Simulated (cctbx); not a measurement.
# Absolute structure of EuMoP

Space group I4_1md (no. 109), a = 4.2020 Å, b = 4.2020 Å, c = 14.8220 Å, α = 90.00°, β = 90.00°, γ = 90.00°.

| atom | mult. | x | y | z | Ueq (Å²) |
| --- | --- | --- | --- | --- | --- |
| Eu1 | 4 | 0 | 1/2 | 0.2483 | 0.0057 |
| Mo1 | 4 | 1/2 | 1/2 | 0.9157 | 0.0052 |
| P1 | 4 | 0 | 1/2 | 0.8297 | 0.0089 |

The model was made for the exercise: a known structure type with other elements put in, its volume estimated, not relaxed; displacement parameters are assumed.

Data sets are simulated with cctbx and refined with Bijvoet mates kept apart; Flack x is then fitted as the share of an inverted twin with the atoms fixed, Hooft y from the Bijvoet differences. The group is acentric but holds improper operations, so there is an absolute structure (orientation) and no hand.

Untwinned crystal. What Flack and Hooft values should come out?

```csv
λ (Å),extinction (unmodelled),d min (Å),top counts,error (%),model,R1,Flack x,s.u.,Hooft y,s.u.,pairs
0.71073,0,0.77,40000,3,as given,0.0064,0.006,0.015,0.005,0.010,93
1.54184,0,0.83,70000,1.5,as given,0.0045,0.000,0.0006,-0.001,0.002,73
```

With Mo Kα, x is within 3 s.u. of 0, so the absolute structure is right. With Cu Kα, x is within 3 s.u. of 0, so the absolute structure is right.

A further crystal gives:

```
  λ (Å)  extinction (unmodelled)  d min (Å)  top counts  error (%)     model      R1  Flack x  s.u.  Hooft y   s.u.  pairs
0.71073                        0       0.75       70000        1.5  as given  0.0182     0.47  0.03    0.477  0.008    101
```

**Question.** What is it?

It was simulated as an inversion twin with a fraction 0.5 of the inverted domain. Flack x is over 3 s.u. from both 0 and 1 and reads that fraction.

[Logs are printed without paths, hosts, clocks, repeated set-up lines and the standing remarks that a program may print on its own settings, such as how far it seeks lower states.]
